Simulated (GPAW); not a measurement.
# Se: optical spectrum from first principles, part 2 of 2

Aim: the dielectric function of Se, and the optical constants that follow from it.

GPAW 26.7.0; DFT, LDA, plane-wave PAW (GPAW data sets), scalar-relativistic, RPA, optical limit.

So far. Step 2 (Ground state): There is a gap, 1.18 eV on this mesh (points off the mesh can give less), so no carriers' term is needed.

## 4. Dielectric function, RPA (continued)

Sum at mesh points, not converged in k; values under the direct gap are tails of Lorentzian lines. Table of Im ε by photon energy; read off at these points:

```
photon energy (eV)   E ∥ x   E ∥ z
             0.000       0       0
             0.250  0.0706  0.0964
             0.500   0.162   0.212
             0.750   0.324   0.382
             1.000   0.870   0.728
             1.250    3.00    2.19
             1.500    4.90    6.41
             1.750    4.67    6.83
             2.000    5.35    8.66
             2.250    7.25    13.9
             2.500    10.7    21.1
             2.750    12.4    26.2
             2.859    12.7    27.7
             2.898    12.8    27.6
             3.000    12.3    26.1
             3.250    10.3    19.3
             3.500    9.29    15.8
             3.750    7.77    12.8
             4.000    6.33    8.09
             4.250    4.97    6.24
             4.500    3.48    4.84
             4.750    2.47    3.72
             5.000    2.42    3.62
             5.250    2.29    3.47
             5.500    2.13    3.81
             5.750    1.71    3.34
             6.000    1.58    3.68
             6.250    1.63    4.27
             6.500    1.75    5.32
             6.750    1.81    5.09
             7.000    1.84    5.12
             7.250    2.04    6.30
             7.500    2.20    7.23
             7.750    2.82    6.94
             8.000    2.93    5.87
             8.250    2.94    5.16
             8.500    2.89    4.58
             8.750    2.79    4.34
             9.000    2.88    3.55
             9.250    3.48    2.61
             9.500    3.86    1.97
             9.750    4.01    1.44
            10.000    3.74    1.36
            10.250    3.17    1.47
            10.500    3.27    1.55
            10.750    3.51    1.64
            11.000    3.31    1.50
            11.250    3.04    1.39
            11.500    3.04    1.22
            11.750    2.74    1.15
            12.000    2.57    1.06
            12.250    2.55    1.01
            12.500    2.42   0.929
            12.750    2.31   0.904
            13.000    2.03   0.849
            13.250    1.82   0.800
```

Sum at mesh points, not converged in k. The reflectivity at normal incidence by photon energy; read off at these points:

```
photon energy (eV)  E ∥ x (%)  E ∥ z (%)
              0.00       26.0       33.9
              0.50       26.7       34.5
              1.00       29.8       37.0
              1.50       32.3       41.6
              2.00       31.4       42.3
              2.50       38.3       50.5
              3.00       41.9       57.2
              3.43       41.9       56.7
              3.50       41.3       55.9
              3.89       41.1       60.6
              4.00       41.9       59.4
              4.50       37.9       51.1
              5.00       20.2       32.9
              5.50       16.8       26.0
              6.00       8.35       20.3
              6.50       8.94       26.1
              7.00       9.58       26.3
              7.50       11.9       37.0
              8.00       15.4       42.6
              8.50       15.4       46.4
              9.00       15.1       52.0
              9.50       20.4       58.8
              9.62       21.3       59.7
             10.00       23.5       50.5
             10.50       20.5       39.4
             11.00       24.5       41.0
             11.50       25.4       43.0
             12.00       24.5       39.9
             12.50       26.1       38.7
             13.00       29.6       35.8
```

Sum at mesh points, not converged in k; values under the direct gap are tails of Lorentzian lines. Loss function −Im 1/ε at q → 0 against energy loss; read off at these points:

```
energy loss (eV)    E ∥ x    E ∥ z
            0.00        0        0
            0.50  0.00166   9.6e-4
            1.00  0.00647  0.00257
            1.50   0.0309   0.0147
            2.00   0.0386   0.0193
            2.50   0.0473   0.0246
            3.00   0.0765   0.0382
            3.50    0.108   0.0589
            4.00    0.147   0.0788
            4.50    0.244    0.138
            5.00    0.411    0.261
            5.50    0.456    0.262
            5.61    0.502    0.278
            6.00    0.398    0.235
            6.50    0.278    0.165
            7.00    0.235    0.180
            7.50    0.194    0.138
            8.00    0.227    0.153
            8.50    0.249    0.164
            8.58    0.252    0.171
            9.00    0.218    0.161
            9.50    0.215    0.175
           10.00    0.260    0.318
           10.50    0.289    0.427
           11.00    0.302    0.417
           11.50    0.328    0.459
           12.00    0.385    0.578
           12.50    0.402    0.681
           13.00    0.442    0.818
```

Sum at mesh points, not converged in k; values under the direct gap are tails of Lorentzian lines. Im ε, E ∥ x against photon energy; read off at these points:

```
photon energy (eV)  without local fields  with local fields
              0.00                     0                  0
              0.50                 0.191              0.162
              1.00                  1.02              0.870
              1.50                  5.87               4.90
              2.00                  6.14               5.35
              2.50                  12.2               10.7
              2.90                  15.3               12.8
              3.00                  14.7               12.3
              3.50                  11.5               9.29
              4.00                  7.78               6.33
              4.50                  4.27               3.48
              5.00                  3.81               2.42
              5.50                  3.65               2.13
              6.00                  4.10               1.58
              6.50                  4.15               1.75
              7.00                  4.25               1.84
              7.50                  4.58               2.20
              7.79                  5.17               2.94
              8.00                  4.90               2.93
              8.50                  4.77               2.89
              9.00                  4.53               2.88
              9.50                  4.32               3.86
             10.00                  3.67               3.74
             10.50                  3.86               3.27
             11.00                  3.10               3.31
             11.50                  2.67               3.04
             12.00                  2.26               2.57
             12.50                  1.86               2.42
             13.00                  1.36               2.03
```

At chosen wavelengths:

```
wavelength (nm)   n x    k x  R (%) x   1/α x   n z    k z  R (%) z   1/α z
           1064  3.52  0.287     31.3  295 nm  4.28  0.161     38.6  527 nm
            800  3.43  0.794     32.2   80 nm  4.43  0.819     41.2   78 nm
            633  3.35  0.798     31.5   63 nm  4.48  0.980     42.2   51 nm
            532  3.65  1.175     36.6   36 nm  4.84  1.550     47.0   27 nm
            450  3.24  1.919     40.2   19 nm  4.50  2.923     53.6   12 nm
            365  2.31  2.229     42.0   13 nm  2.61  3.344     56.9  8.7 nm
            308  1.51  2.022     41.9   12 nm  1.40  2.793     58.7  8.8 nm
```

Below the direct gap, k and the depth come from the tails of the Lorentzian lines, not from transitions.

Rows near the edge hang on the gap, which this functional as a rule makes too small, and phonon-assisted absorption is left out.

## 5. What came out

| Item | Value |
| --- | --- |
| electronic dielectric constant ε∞, mean over x, y and z (by symmetry where fewer were run) (RPA) | 11.1 |

At this level (LDA, RPA) Se has a mean ε∞ = 11.1 and n = 3.26 at 1550 nm (E ∥ x). On the mesh the gap is 0.91 eV and the least direct gap 1.12 eV, so on this mesh the band edges lie at different points. Local fields change the static value along x from 11.41 to 9.50 (-17 %). The static values by axis are 9.50 (x), 14.34 (z). Excitons and phonon-assisted transitions are missing; LDA gaps are as a rule too small, which pulls the onset down and ε∞ up. The curves end at 13 eV, about where the summed bands run out. The sum runs over mesh points 0.14 Å⁻¹ apart with no interpolation, so peaks are partly noise of the mesh; over so small a direct gap single mesh points weigh heavily, so ε∞, n and their changes from run to run can be far off. Besides steps told in other documents, this task had 2 runs with a known fault of program or setting; those not told in a step above aren't shown.

[Machine, clock and banner lines and Python warnings are left out of the logs.]

[Logs are printed without paths, hosts, clocks, repeated set-up lines and the standing remarks that a program may print on its own settings, such as how far it seeks lower states.]

[Hosts, paths, dates, database ids (printed as entryN), source tags and the programs' standing remarks are cut or masked in the printed files.]
